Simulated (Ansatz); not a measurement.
# NaGeBr3 (built on the sites of a database entry of CsGeBr3): relaxing the cell for a phonon run

Aim: bring NaGeBr3 (built on the sites of a database entry of CsGeBr3) to small forces and stress, as phonons need.

Program: Ansatz 0.2.0. Level of theory: DFT PBEsol, scalar-relativistic, plane waves, PAW. Results are calculated unless marked as measured.

The structure was built from a prototype and need not be the compound's stable phase.

## Step 1: The starting structure

The structure is trigonal, space group R3m (No. 160). The conventional cell has a = 6.722 Å, b = 6.722 Å, c = 8.471 Å, α = 90.00°, β = 90.00°, γ = 120.00°. Na has 12 Br at 3.36 to 3.46 Å nearest. Nearest to Ge lie 6 Br at 2.16 to 2.66 Å. Nearest to Br lie 2 Ge at 2.16 to 2.66 Å and 4 Na at 3.36 to 3.46 Å. Farther neighbours and most contacts between anions are not listed.

## Step 2: A coarse first look

A quick single point on a coarse mesh tells whether the cell has a gap and how far it is from rest, which sets the k mesh and smearing that follow.

input.yaml reads:

```yaml
crystal:
  lattice:
    - [3.36078, 1.94035, 2.82371]
    - [-3.36078, 1.94035, 2.82371]
    - [0.0, -3.88069, 2.82371]
  atoms:
    - { symbol: Na, position: [0.00130404, 0.00130404, 0.00130404] }
    - { symbol: Ge, position: [0.47708291, 0.47708291, 0.47708291] }
    - { symbol: Br, position: [0.02866813, 0.50547246, 0.50547246] }
    - { symbol: Br, position: [0.50547246, 0.50547246, 0.02866813] }
    - { symbol: Br, position: [0.50547246, 0.02866813, 0.50547246] }
kpoints:
  mp_grid: { grid: [6, 6, 6] }
hamiltonian:
  xc: pbesol
scf:
  occupations: { method: gaussian, width: 0.1 }
output:
  forces: true
  stress: true
  eigenvalues: true
```

The run is started by

```console
> ansatz run input.yaml --threads 8 --pin off --max-ram 14336MiB --backend cpu --events-out ev --progress --plain --runs-dir out
```

Numbers of over 12 decimals in the logs are rounded to 6 here.

What it wrote:

```text
Engine: ansatz 0.2.0, x86_64-unknown-linux-gnu
Pseudopotentials: kind: paw
Pseudopotential: Na, paw, valence charge 9, recommended cutoff 420 eV (normal), Na.paw.azcp
Pseudopotential: Ge, paw, valence charge 14, recommended cutoff 420 eV (normal), Ge.paw.azcp
Pseudopotential: Br, paw, valence charge 7, recommended cutoff 420 eV (normal), Br.paw.azcp
Functional definition: PBEsol
  exchange = pbesol_x
[...]
k-point 0: bands = [... 18 lower, 4.2157, 4.4011, 4.4011, 4.6702, 8.6701, 11.5499, 11.7969, 11.7969, ... 1 higher]
  k-point 1: bands = [... 18 lower, 4.1212, 4.1472, 4.3675, 4.8910, 9.1635, 11.7709, 11.9300, 12.1779, ... 1 higher]
  k-point 2: bands = [... 18 lower, 3.8860, 4.0944, 4.3615, 5.8511, 10.1111, 11.3387, 12.1542, 12.9174, ... 1 higher]
  k-point 31: bands = [... 18 lower, 5.3894, 5.3894, 5.4328, 8.8061, 8.8803, 9.2846, 9.2846, 11.4091, ... 1 higher]
[key lines of the parts left out:]
SCF converged after 7 iterations
Free energy (F): -13939.771930 eV
Fermi energy:    8.784460 eV
P = ⅓ Tr σ = 24.2623 GPa (242.623 kbar)
```

Run time: 0.97 s. Hardware: 8 threads of Intel Xeon Platinum 8488C (Sapphire Rapids), shared host; peak memory 0.53 GiB; 5.8 s of CPU time.

This step gave:

```
pressure          : 24.26 GPa
volume per atom   : 22.10 Å³
gap on the k-mesh : 0 eV
```

The coarse mesh shows no gap and a pressure of 24.3 GPa.

## Step 3: Coarse relaxation

The start is far from rest, so a relaxation with loose tolerances brings it close first.

input.yaml, as its differences from that of step 2:

```diff
@@ -21 +21,6 @@
   eigenvalues: true
+relax:
+  adjacent_minimum: "off"
+  f_tol: 0.05
+  max_steps: 80
+  cell: { stress_tol: 0.5 }
```

What it wrote:

```text
[...]
Crystal: 5 atoms, lattice volume = 110.482 Å³
Basis set: ecut = 420 eV, 2139 PW (Γ), exchange–correlation on 72×72×72 points (8 copies of the dense FFT grid, shifted against one another)
Bands: 27, of which v1, the nominal top of the filled ones, is band 22 counted from 1 (21 counted from 0)
Symmetry: 6 space group operations
[...]
k-points: 32 of 216 (time reversal used)
[...]
cell:  # Å, volume = 171.0324 Å³
    - [3.801270, 2.194666, 3.416885]
    - [-3.801270, 2.194666, 3.416885]
    - [0, -4.389326, 3.416889]
  atoms:
    - { symbol: Na, position: [-0.107199, -0.107199, -0.107199] }
    - { symbol: Ge, position: [0.505666, 0.505666, 0.505666] }
    - { symbol: Br, position: [0.043003, 0.538265, 0.538265] }
    - { symbol: Br, position: [0.538265, 0.538265, 0.043003] }
    - { symbol: Br, position: [0.538265, 0.043003, 0.538265] }
[key lines of the parts left out:]
SCF converged after 6 iterations
Free energy (F): -13943.188293 eV
Fermi energy:    3.311076 eV
P = ⅓ Tr σ = -0.0401 GPa (-0.401 kbar)
```

Run time: 22 s. Hardware: 8 threads; peak memory 0.69 GiB; 2.4 min of CPU time.

Relaxation path:

```tsv
step	energy less that of the first step (eV)	largest force component (eV/Å)	pressure (GPa)	volume (Å³)
1	0.0000	5.3812	24.26	110.48
2	-2.3211	1.6240	9.58	127.31
3	-2.9960	0.7642	3.12	145.34
4	-3.1266	0.2662	0.57	154.64
5	-3.1475	0.0491	0.05	154.46
6	-3.1485	0.0573	0.00	154.67
7	-3.1733	0.2082	-0.47	157.27
8	-3.2320	0.2579	-0.56	158.77
9	-3.2723	0.2395	-0.24	158.14
10	-3.3195	0.0822	0.30	157.89
11	-3.3169	0.1019	-0.24	163.56
12	-3.3310	0.0287	0.03	160.34
13*	-3.3867	0.0353	0.70	160.34
14	-3.4039	0.0883	0.19	164.64
15	-3.4134	0.0559	0.05	168.95
16	-3.4080	0.2165	0.23	171.82
17	-3.4155	0.0136	-0.03	171.03
18*	-3.4164	0.0139	-0.04	171.03
```

Relaxation steps marked * repeat the geometry before them on a plane-wave basis chosen anew for their cell, so energy and pressure can jump there. Relaxation steps 11, 16 were tried and not accepted.

Forces are held to the 6 operations that the run works with; a distortion that breaks them can't arise in this run.

```tsv
cell as run	before	after	change
a (Å)	4.799	5.562	+15.9 %
b (Å)	4.799	5.562	+15.9 %
c (Å)	4.799	5.562	+15.9 %
α (°)	88.90	86.22	-3.0 %
β (°)	88.90	86.22	-3.0 %
γ (°)	88.90	86.22	-3.0 %
volume (Å³/atom)	22.10	34.21	+54.8 %
```

The atoms that moved most (Å, as changes of fractional coordinates times the final cell):

```tsv
atom	dx	dy	dz	length
Na1	0.000	0.000	-1.112	1.112
Ge2	0.000	0.000	0.293	0.293
Br3	-0.070	-0.041	0.273	0.285
Br5	0.070	-0.041	0.273	0.285
Br4	0.000	0.081	0.273	0.285
```

Numbers from this step:

```
pressure           : -0.04012 GPa
gap on the k-mesh  : 0.8164 eV
volume per atom    : 34.21 Å³
direct gap on mesh : 0.8164 eV
```

In this step the volume went from 22.10 to 34.21 Å³/atom.

## Step 4: Bringing the structure to rest

Harmonic phonons are second derivatives at a point where the forces vanish, and they are wanted at zero stress, so atoms and cell are relaxed first.

input.yaml reads:

```yaml
crystal:
  lattice:
    - [3.8012695959, 2.1946660412, 3.4168846198]
    - [-3.8012695959, 2.1946660412, 3.4168846198]
    - [0.0, -4.3893260321, 3.416888506]
  atoms:
    - { symbol: Na, position: [-0.1071991044, -0.1071991044, -0.1071991044] }
    - { symbol: Ge, position: [0.5056655016, 0.5056655016, 0.5056655016] }
    - { symbol: Br, position: [0.0430029909, 0.538265306, 0.538265306] }
    - { symbol: Br, position: [0.538265306, 0.538265306, 0.0430029909] }
    - { symbol: Br, position: [0.538265306, 0.0430029909, 0.538265306] }
kpoints:
  mp_grid: { grid: [6, 6, 6] }
hamiltonian:
  xc: pbesol
scf:
  occupations: { method: gaussian, width: 0.02 }
output:
  forces: true
  stress: true
  eigenvalues: true
relax:
  adjacent_minimum: "off"
  f_tol: 0.005
  max_steps: 80
  cell: { stress_tol: 0.05 }
```

What it wrote:

```text
[...]
Crystal: 5 atoms, lattice volume = 171.032 Å³
Basis set: ecut = 420 eV, 3359 PW (Γ), exchange–correlation on 80×80×80 points (8 copies of the dense FFT grid, shifted against one another)
Bands: 27, of which v1, the nominal top of the filled ones, is band 22 counted from 1 (21 counted from 0)
Symmetry: 6 space group operations
[...]
k-points: 32 of 216 (time reversal used)
[...]
SCF iter   1: F=—  HF=-13943.191114 eV  |F-HF|=—  |Δ(HF+E_count)|=         —  Δρ=1.73e-3  dr2=8.09e-3  ethr=1.77e-3  ⟨swp⟩=7.9  Hψ=4310  notcnv=0
[...]
SCF iter   7: F=-13943.188293 eV  HF=-13943.188293 eV  |F-HF|=2.69e-7  |Δ(HF+E_count)|=   1.29e-6  Δρ=5.55e-6  dr2=7.63e-8  ethr=2.27e-10  ⟨swp⟩=8.8  Hψ=4580  notcnv=0
SCF 1 converged in 7 iterations: F = -13943.188293 eV  dr2 = 7.63e-8
[...]
relax step   1: F+E_penalty+E_count = -13943.18829287 eV  Δ(F+E_penalty+E_count) = +0.000e0 eV  max|allowed force component| = 1.398e-2 eV/Å  Δτ_max = 0.0000 Å  P = -0.040 GPa  Ω = 171.032 Å³  (7 SCF iters, dr2 threshold 1.00e-7 eV, accepted)
Crystal: 5 atoms, lattice volume = 170.798 Å³
[...]
SCF iter   5: F=-13943.188386 eV  HF=-13943.188386 eV  |F-HF|=6.64e-9  |Δ(HF+E_count)|=   1.69e-8  Δρ=1.32e-6  dr2=4.51e-9  ethr=2.78e-11  ⟨swp⟩=6.0  Hψ=3757  notcnv=0
SCF 2 converged in 5 iterations: F = -13943.188386 eV  dr2 = 4.51e-9
relax step   2: F+E_penalty+E_count = -13943.18838569 eV  Δ(F+E_penalty+E_count) = -9.282e-5 eV  max|allowed force component| = 6.717e-3 eV/Å  Δτ_max = 0.0007 Å  P = -0.004 GPa  Ω = 170.798 Å³  energy of the carried Pulay correction = +1.798e-5 eV  (5 SCF iters, dr2 threshold 1.22e-8 eV, accepted)
Crystal: 5 atoms, lattice volume = 170.768 Å³
[...]
SCF iter   5: F=-13943.188418 eV  HF=-13943.188418 eV  |F-HF|=5.57e-9  |Δ(HF+E_count)|=   1.69e-8  Δρ=9.48e-7  dr2=2.10e-9  ethr=6.41e-12  ⟨swp⟩=6.0  Hψ=3781  notcnv=0
SCF 3 converged in 5 iterations: F = -13943.188418 eV  dr2 = 2.10e-9
relax step   3: F+E_penalty+E_count = -13943.18841767 eV  Δ(F+E_penalty+E_count) = -3.198e-5 eV  max|allowed force component| = 1.638e-3 eV/Å  Δτ_max = 0.0016 Å  P = +0.010 GPa  Ω = 170.768 Å³  energy of the carried Pulay correction = +2.028e-5 eV  (5 SCF iters, dr2 threshold 2.82e-9 eV, accepted)
[...]
SCF iter   1: F=—  HF=-13943.188357 eV  |F-HF|=—  |Δ(HF+E_count)|=         —  Δρ=3.69e-6  dr2=9.96e-9  ethr=9.13e-7  ⟨swp⟩=3.3  Hψ=6552  notcnv=0
eigensolver tolerance schedule: the retry pair's looser diagonalisation over-reported the residual by 40315.30 of it (diagonalisation noise at an unbounded share of the residual, at the tolerance the schedule requests for it); recorded, not acted on — ethr = c·dr2/N_el stays at c = 1.0e-1
SCF iter   2: F=—  HF=-13943.188393 eV  |F-HF|=—  |Δ(HF+E_count)|=   3.52e-5  Δρ=2.19e-6  dr2=4.02e-9  ethr=2.26e-11  ⟨swp⟩=4.1  Hψ=2565  notcnv=0
[...]
SCF iter   6: F=-13943.188393 eV  HF=-13943.188393 eV  |F-HF|=1.46e-11  |Δ(HF+E_count)|=    0.00e0  Δρ=1.30e-7  dr2=1.23e-11  ethr=1.00e-12  ⟨swp⟩=4.1  Hψ=3006  notcnv=0
SCF 4 converged in 6 iterations: F = -13943.188393 eV  dr2 = 1.23e-11
relax step   4: F+E_penalty+E_count = -13943.18839268 eV  Δ(F+E_penalty+E_count) = +2.500e-5 eV  max|allowed force component| = 1.636e-3 eV/Å  Δτ_max = 0.0000 Å  P = +0.010 GPa  Ω = 170.768 Å³  stress off target by 1.97e-2 GPa  SCF on the basis re-selected at this cell (its energy is not comparable with the rows above)  (6 SCF iters)
basis re-selected at this cell: Δ(F+E_penalty+E_count) = +2.500e-5 eV, ΔP = +0.000 GPa vs the last step (what re-selecting the basis moved, of the pressure what is left beyond the Pulay correction that the steps carried, after the strain that the cell walked since its last selection, with what the two solves' SCF thresholds leave and, on support functions, any second-order correction that the steps lacked; it is no m [...]
SCF converged after 6 iterations
Free energy (F): -13943.188393 eV
[...]
Internal energy: -13943.188393 eV  (E = F + TS)
E sigma→0 (E₀):  -13943.188393 eV
Fermi energy:    3.334374 eV
[...]
--- Forces (eV/Å), atoms counted from 1 ---
  atom   1  Na    -0.00000000     0.00000000     0.00046738
  atom   2  Ge     0.00000000    -0.00000000    -0.00163550
  atom   3  Br     0.00051506     0.00029737     0.00039013
  atom   4  Br     0.00000000    -0.00059474     0.00039013
  atom   5  Br    -0.00051506     0.00029737     0.00039013
  max |Σ_I F_I| component: 2.27e-6 eV/Å
--- Stress (GPa, compression-positive) ---
        0.005031       0.000000      -0.000000
        0.000000       0.005031       0.000000
       -0.000000       0.000000       0.019706
  P = ⅓ Tr σ = 0.0099 GPa (0.099 kbar)
--- Band table (eV; the first three rows and the last of 32) ---
  k-point 0: bands = [... 18 lower, 0.2000, 0.5077, 0.5077, 0.6002, 4.9521, 6.9278, 7.6373, 7.6373, ... 1 higher]
  k-point 1: bands = [... 18 lower, 0.2029, 0.4406, 0.4546, 0.5639, 5.2139, 6.8680, 7.3592, 7.6891, ... 1 higher]
  k-point 2: bands = [... 18 lower, 0.1803, 0.2407, 0.5526, 0.7196, 5.6510, 5.8870, 7.3137, 7.5914, ... 1 higher]
  k-point 31: bands = [... 18 lower, 0.8747, 0.8747, 1.0321, 2.9253, 3.7435, 3.9642, 3.9642, 5.9627, ... 1 higher]
--- Relaxed structure (3 steps of the walk, 3 accepted, 1 SCFs on fresh bases) ---
[...]
cell:  # Å, volume = 170.7683 Å³
    - [3.795962, 2.191602, 3.421154]
    - [-3.795962, 2.191602, 3.421154]
    - [0, -4.383198, 3.421158]
  atoms:
    - { symbol: Na, position: [-0.107142, -0.107142, -0.107142] }
    - { symbol: Ge, position: [0.505494, 0.505494, 0.505494] }
    - { symbol: Br, position: [0.043106, 0.538271, 0.538271] }
    - { symbol: Br, position: [0.538271, 0.538271, 0.043106] }
    - { symbol: Br, position: [0.538271, 0.043106, 0.538271] }
```

Wall time 5 s (8 threads); peak memory 0.68 GiB; 33 s of CPU time.

The steps of the relaxation:

```tsv
step	energy less that of the first step (eV)	largest force component (eV/Å)	pressure (GPa)	volume (Å³)
1	0.0000	0.0140	-0.04	171.03
2	-0.0001	0.0067	0.00	170.80
3	-0.0001	0.0016	0.01	170.77
4*	-0.0001	0.0016	0.01	170.77
```

Relaxation steps marked * repeat the geometry before them on a plane-wave basis chosen anew for their cell, so energy and pressure can jump there.

Forces are held to the 6 operations that the run works with; a distortion that breaks them can't arise in this run.

```tsv
conventional cell, symmetrised	before	after	change
a (Å)	7.603	7.592	-0.1 %
b (Å)	7.603	7.592	-0.1 %
c (Å)	10.251	10.263	+0.1 %
volume (Å³/atom)	34.21	34.15	-0.2 %
```

Numbers from this step:

```yaml
pressure: 0.009923 GPa
gap_on_the_k_mesh: 0.8182 eV
volume_per_atom: 34.15 Å³
direct_gap_on_mesh: 0.8182 eV
```

In this step the volume went from 34.21 to 34.15 Å³/atom.

## Step 5: Relaxing to small forces for the phonons

Phonons need a cell at rest on their own settings, so the relaxation is repeated with tight tolerances on forces and stress on the k mesh and occupations of the first response run.

input.yaml reads:

```yaml
crystal:
  lattice:
    - [3.7959624899, 2.1916019847, 3.4211542426]
    - [-3.7959624899, 2.1916019847, 3.4211542426]
    - [0.0, -4.3831979115, 3.4211581233]
  atoms:
    - { symbol: Na, position: [-0.1071424757, -0.1071424757, -0.1071424757] }
    - { symbol: Ge, position: [0.505494382, 0.505494382, 0.505494382] }
    - { symbol: Br, position: [0.0431061128, 0.5382709905, 0.5382709905] }
    - { symbol: Br, position: [0.5382709905, 0.5382709905, 0.0431061128] }
    - { symbol: Br, position: [0.5382709905, 0.0431061128, 0.5382709905] }
kpoints:
  mp_grid: { grid: [6, 6, 6] }
hamiltonian:
  xc: pbesol
scf:
  occupations: { method: fixed }
output:
  forces: true
  stress: true
  eigenvalues: true
relax:
  adjacent_minimum: "off"
  f_tol: 0.001
  max_steps: 60
  cell: { stress_tol: 0.01 }
```

What it wrote:

```text
[...]
Crystal: 5 atoms, lattice volume = 170.768 Å³
Basis set: ecut = 420 eV, 3359 PW (Γ), exchange–correlation on 80×80×80 points (8 copies of the dense FFT grid, shifted against one another)
Bands: 27, of which v1, the nominal top of the filled ones, is band 22 counted from 1 (21 counted from 0)
Symmetry: 6 space group operations
[...]
k-points: 32 of 216 (time reversal used)
[...]
cell:  # Å, volume = 171.0172 Å³
    - [3.795834, 2.191528, 3.426372]
    - [-3.795834, 2.191528, 3.426372]
    - [-1.833373520110811e-19, -4.383050, 3.426376]
  atoms:
    - { symbol: Na, position: [-0.107326, -0.107326, -0.107326] }
    - { symbol: Ge, position: [0.505343, 0.505343, 0.505343] }
    - { symbol: Br, position: [0.043281, 0.538351, 0.538351] }
    - { symbol: Br, position: [0.538351, 0.538351, 0.043281] }
    - { symbol: Br, position: [0.538351, 0.043281, 0.538351] }
[key lines of the parts left out:]
SCF converged after 7 iterations
Free energy (F): -13943.188413 eV
Fermi energy:    2.906122 eV
P = ⅓ Tr σ = -0.0024 GPa (-0.024 kbar)
```

It took 8.1 s on 8 threads; peak memory 0.68 GiB.

Step by step:

```tsv
step	energy less that of the first step (eV)	largest force component (eV/Å)	pressure (GPa)	volume (Å³)
1	0.0000	0.0017	0.01	170.77
2	0.0000	0.0027	0.00	170.87
3	0.0000	0.0116	0.01	171.20
4	0.0000	0.0007	0.00	171.02
5*	0.0000	0.0007	0.00	171.02
```

Relaxation steps marked * repeat the geometry before them on a plane-wave basis chosen anew for their cell, so energy and pressure can jump there. Relaxation step 3 was tried and not accepted.

The run keeps the 6 symmetry operations that it works with, so distortions that break them were not tested.

```tsv
conventional cell, symmetrised	before	after	change
a (Å)	7.592	7.592	-0.0 %
b (Å)	7.592	7.592	-0.0 %
c (Å)	10.263	10.279	+0.2 %
volume (Å³/atom)	34.15	34.20	+0.1 %
```

The relaxed structure:

```
Na Ge Br
1.0
     3.79583    2.19153    3.42637
    -3.79583    2.19153    3.42637
     0.00000   -4.38305    3.42638
Na Ge Br
1 1 3
Direct
  0.89267 0.89267 0.89267
  0.50534 0.50534 0.50534
  0.04328 0.53835 0.53835
  0.53835 0.53835 0.04328
  0.53835 0.04328 0.53835
```

This step gave:

```yaml
pressure: -0.002354 GPa
gap_on_the_k_mesh: 0.8302 eV
volume_per_atom: 34.20 Å³
direct_gap_on_mesh: 0.8302 eV
```

The largest force component left is 0.72 meV/Å and the pressure is -0.002 GPa, within the tolerances set. The cell now holds 34.20 Å³/atom.

## Step 6: What came out

| Item | Value |
| --- | --- |
| space group after relaxation (within 0.01 Å) | R3m |
| lattice constant a | 7.592 Å |
| lattice constant b | 7.592 Å |
| lattice constant c | 10.279 Å |
| volume per atom | 34.2 Å³ |
| gap on the k-mesh | 0.830 eV |

**Reading.** The largest force component left is 0.72 meV/Å and the pressure is -0.002 GPa, within the tolerances set. The cell now holds 34.20 Å³/atom. The relaxation keeps the symmetry of its start, so it says nothing on stability against lower symmetry. The starting cell was built on a prototype and not taken from a measurement, so the phase need not exist.

[Logs are printed without paths, hosts, clocks, repeated set-up lines and the standing remarks that a program may print on its own settings, such as how far it seeks lower states.]

[Hosts, paths, dates, database ids (printed as entryN), source tags and the programs' standing remarks are cut or masked in the printed files.]
